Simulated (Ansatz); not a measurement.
# BaBe3C: relaxing a made-up structure, part 2 of 2

Starting from a made-up structure for BaBe3C, the aim is the relaxed cell, its shortest contacts and, where a second run follows, its electronic structure.

Ansatz 0.2.0; DFT, PBE, plane-wave PAW, files of the set soft_1, scalar-relativistic, no spin, cell and ions relaxed at zero pressure; PAW set soft_1 (the session's first sound run).

So far: Starting point; Relaxing cell and atoms. The relaxed cell has a = 4.047 Å (conventional setting).

## (3) Bands of the relaxed cell

With the geometry fixed, one more self-consistent run, with a narrower smearing and the mesh shown in its input, gives the bands, and its pressure, and its forces where symmetry allows any, show how far the geometry depends on these settings.

This step: DFT, PBE, plane-wave PAW, files of the set soft_1, scalar-relativistic, no spin, bands and density of states at the relaxed cell; PAW set soft_1 (Ansatz 0.2.0).

File input.yaml:

```yaml
crystal:
  lattice:
    - [4.0469550397, 0.0, 0.0]
    - [0.0, 4.0469550397, 0.0]
    - [0.0, 0.0, 4.0469550397]
  atoms:
    - { symbol: Ba, position: [0.0, 0.0, 0.0] }
    - { symbol: C, position: [0.5, 0.5, 0.5] }
    - { symbol: Be, position: [0.5, 0.5, 0.0] }
    - { symbol: Be, position: [0.5, 0.0, 0.5] }
    - { symbol: Be, position: [0.0, 0.5, 0.5] }
kpoints:
  mp_grid: { grid: [8, 8, 8] }
  band_path:
    path:
      - [[0.0, 0.0, 0.0], [0.0, 0.5, 0.0], [0.5, 0.5, 0.0], [0.0, 0.0, 0.0], [0.5, 0.5, 0.5], [0.0, 0.5, 0.0]]
      - [[0.5, 0.5, 0.0], [0.5, 0.5, 0.5]]
    npoints: 13
scf:
  occupations: { method: fermi_dirac, width: 0.03 }
  n_extra_bands: 9
hamiltonian:
  xc: pbe
  pseudopotentials: { kind: paw, azcp: { folder: soft_1 } }
output:
  forces: true
  stress: true
  write_bands: true
  dos: { projected: true }
  write_density: true
  write_potential: true
  elf: true
  volumetric_format: npy
```

The run is started by

```sh
> ansatz run input.yaml --threads 4 --pin off --max-ram 8192MiB --backend cpu --events-out ev --progress --plain --runs-dir out
```

Numbers of over 12 decimals in the logs are rounded to 6 here.

What it wrote:

```text
[...]
Crystal: 5 atoms, lattice volume = 66.280 Å³
Basis set: ecut = 420 eV, 1309 PW (Γ), exchange–correlation on 60×60×60 points (8 copies of the dense FFT grid, shifted against one another)
Bands: 19, of which v1, the nominal top of the filled ones, is band 10 counted from 1 (9 counted from 0)
Symmetry: 48 space group operations
[...]
k-points: 35 of 512
[...]
SCF iter   1: F=—  HF=-6473.535880 eV  |F-HF|=—  |Δ(HF+E_count)|=         —  Δρ=3.69e-2  dr2=1.91e0  ethr=3.10e-3  ⟨swp⟩=8.2  Hψ=4350  notcnv=0
[...]
SCF iter   7: F=-6473.104506 eV  HF=-6473.104506 eV  |F-HF|=4.85e-10  |Δ(HF+E_count)|=   1.81e-8  Δρ=3.04e-6  dr2=4.50e-9  ethr=5.00e-10  ⟨swp⟩=14.0  Hψ=4796  notcnv=0
SCF 1 converged in 7 iterations: F = -6473.104506 eV  dr2 = 4.50e-9
[...]
NSCF: frozen V_eff on 80 k-points
SCF converged after 7 iterations
Free energy (F): -6473.104506 eV
[...]
Internal energy: -6473.086732 eV  (E = F + TS)
E sigma→0 (E₀):  -6473.095619 eV
Entropy (-TS):   -0.017773 eV (-3.555 meV/atom)
Fermi energy:    10.105612 eV
[...]
--- Stress (GPa, compression-positive) ---
        0.261874       0.000000       0.000000
        0.000000       0.261874       0.000000
       -0.000000       0.000000       0.261874
  P = ⅓ Tr σ = 0.2619 GPa (2.619 kbar)
--- Band table (eV; the first three rows and the last of 35) ---
  k-point 0: bands = [... 6 lower, 5.8195, 5.8195, 8.2812, 8.2812, 8.5866, 13.3014, 13.3014, 13.3014, ... 5 higher]
  k-point 1: bands = [... 6 lower, 5.7725, 5.7725, 8.3443, 8.7071, 9.1579, 12.5613, 12.5613, 12.9565, ... 5 higher]
  k-point 2: bands = [... 6 lower, 5.6454, 5.6454, 8.5170, 9.7464, 10.3538, 11.9606, 11.9606, 12.2564, ... 5 higher]
  k-point 34: bands = [... 6 lower, 4.3720, 4.3720, 10.8861, 10.8861, 10.8861, 13.2246, 13.2246, 13.2246, ... 5 higher]
```

Wall time 1.8 s (4 threads of Arm Neoverse V1, shared host); peak memory 0.44 GiB; 6.6 s of CPU time.

The column dr2 measures how far the density is from self-consistency, as an energy; F and HF (Harris–Foulkes) agree once it is small.

This step gave:

| Item | Value |
| --- | --- |
| free energy | -6473.1045 eV |
| energy at zero smearing | -6473.0956 eV |
| smearing term TS | 0.01777 eV |
| Fermi energy | 10.11 eV |
| pressure | 0.2619 GPa |

bands.tsv at the labelled points (eV, zero at the Fermi level; the bands that come nearest the Fermi level along the path):

| point | band 7 | band 8 | band 9 | band 10 | band 11 | band 12 | band 13 | band 14 |
| --- | --- | --- | --- | --- | --- | --- | --- | --- |
| Γ | -4.29 | -4.29 | -1.82 | -1.82 | -1.52 | 3.20 | 3.20 | 3.20 |
| X | -4.67 | -4.67 | -1.26 | 1.27 | 1.54 | 1.96 | 1.96 | 2.09 |
| M | -4.51 | -3.97 | -2.78 | -0.79 | -0.25 | -0.25 | 3.52 | 3.52 |
| Γ | -4.29 | -4.29 | -1.82 | -1.82 | -1.52 | 3.20 | 3.20 | 3.20 |
| R | -5.73 | -5.73 | 0.78 | 0.78 | 0.78 | 3.12 | 3.12 | 3.12 |
| X | -4.67 | -4.67 | -1.26 | 1.27 | 1.54 | 1.96 | 1.96 | 2.09 |
| M | -4.51 | -3.97 | -2.78 | -0.79 | -0.25 | -0.25 | 3.52 | 3.52 |
| R | -5.73 | -5.73 | 0.78 | 0.78 | 0.78 | 3.12 | 3.12 | 3.12 |

States per cell as run, both spins, in windows of 1 eV, from dos.tsv (zero at the Fermi level):

```csv
from,to,total
-8,-7,0.00
-7,-6,0.10
-6,-5,2.29
-5,-4,3.61
-4,-3,0.00
-3,-2,0.10
-2,-1,1.60
-1,0,2.21
0,1,2.46
1,2,2.61
2,3,2.79
3,4,2.54
```

Below -8 eV lie 10.0 more states.

Valence density in the ac plane at fractional y = 0.500, with atoms of C and Be within 0.2 Å of it. It is the smooth field of the valence electrons, not physical close to the nuclei.

Ten even steps from '0' (0.1 e/Å³) to '9' (1.5 e/Å³), each cell a mean:
```
00000000000000
00000000000000
00000111110000
00001122210000
00012356531100
00113599852100
00114799962100
00113699952100
00012467531100
00001234321000
00000111110000
00000011100000
00000000000000
00000000000000
```
Columns run along a (4.0 Å), rows up along c (4.0 Å). Atoms in or near the plane, at fractional coordinates: C at (0.50, 0.50), Be at (0.50, 0.00), Be at (0.00, 0.50).

Electrostatic potential energy in the ac plane at fractional y = 0.500, with atoms of C and Be within 0.2 Å of it. With pseudopotentials it is smooth inside the atoms' cores, unlike the true potential.

Ten even steps from '_' (-38 eV) to '@' (11 eV), each cell a mean:
```
@@@@@@@@%%++::..--**%%@@@@@@
@@@@@@@@%%##++==**%%@@@@@@@@
@@@@@@@@@@@@%%%%%%@@@@@@@@@@
%%@@@@@@@@@@@@%%@@@@@@@@@@%%
++**%%@@@@%%++++**%%@@@@%%**
::--##%%%%++..__::**@@%%**--
__::**%%%%--______++%%%%==..
..::**%%%%==____..++@@%%++::
==**%%@@@@%%==--++%%@@@@##++
##%%@@@@@@@@%%%%%%@@@@@@%%%%
@@@@@@@@@@@@%%%%%%@@@@@@@@@@
@@@@@@@@@@%%****##%%@@@@@@@@
@@@@@@@@%%**::::--**@@@@@@@@
@@@@@@@@##==..__::++%%@@@@@@
```
Columns run along a (4.0 Å; values clipped at the 3rd and 97th percentile), rows up along c (4.0 Å). Atoms in or near the plane, at fractional coordinates: C at (0.50, 0.50), Be at (0.50, 0.00), Be at (0.00, 0.50).

ELF in the ac plane at fractional y = 0.500, with atoms of C and Be within 0.2 Å of it. It is the smooth field of the valence electrons, not physical close to the nuclei.

Ten even steps from '_' (0.00) to '@' (0.81), each cell a mean:
```
----==++++::______--++++==--
======++++==::::--++++++====
++++++++++**%%%%##**++++++++
**++++++**%%@@@@@@##**++++++
::--++**%%@@@@@@@@@@##**++--
__..++%%@@@@**++%%@@@@##--__
____++%%@@@@::__++@@@@%%::__
____++%%@@@@==::**@@@@%%::__
..::++##%%@@@@@@@@@@%%**==::
++++++**##%%@@@@@@%%**++++++
++++++++**##%%%%%%**++++++++
======++++++++++++++++++====
----==++++::____..--++++==--
----==++++..______::**++==--
```
Columns run along a (4.0 Å), rows up along c (4.0 Å). Atoms in or near the plane, at fractional coordinates: C at (0.50, 0.50), Be at (0.50, 0.00), Be at (0.00, 0.50).

## (4) What came out

```
space group, relaxed : Pm-3m
conventional cell    : a = 4.047, b = 4.047, c = 4.047 Å; α = 90.0°, β = 90.0°, γ = 90.0°
volume per atom      : 13.26 Å³ (guess 16.27)
```

BaBe3C relaxes to Pm-3m with a = 4.047, b = 4.047 and c = 4.047 Å. The guessed volume was 23 % too large. The space group Pm-3m was held in the relaxation, so the end point is a stationary structure within it and may be a saddle against distortions or other arrangements. Bands cross the Fermi level, so it is a metal or semimetal at this level. On the 8×8×8 mesh with the narrower smearing (relaxed on 6×6×6) the forces vanish, as symmetry may demand, and the largest stress component is 0.262 GPa, against the relaxation's thresholds of 0.015 eV/Å and 0.05 GPa. The cutoff wasn't tested. Spin-orbit coupling is left out, which can matter for elements this heavy. No dispersion term is used, so weakly bound directions may come out too long. Nothing here tests whether the compound is stable against decomposition.

[Logs are printed without paths, hosts, clocks, repeated set-up lines and the standing remarks that a program may print on its own settings, such as how far it seeks lower states.]

[Hosts, paths, dates, database ids (printed as entryN), source tags and the programs' standing remarks are cut or masked in the printed files.]
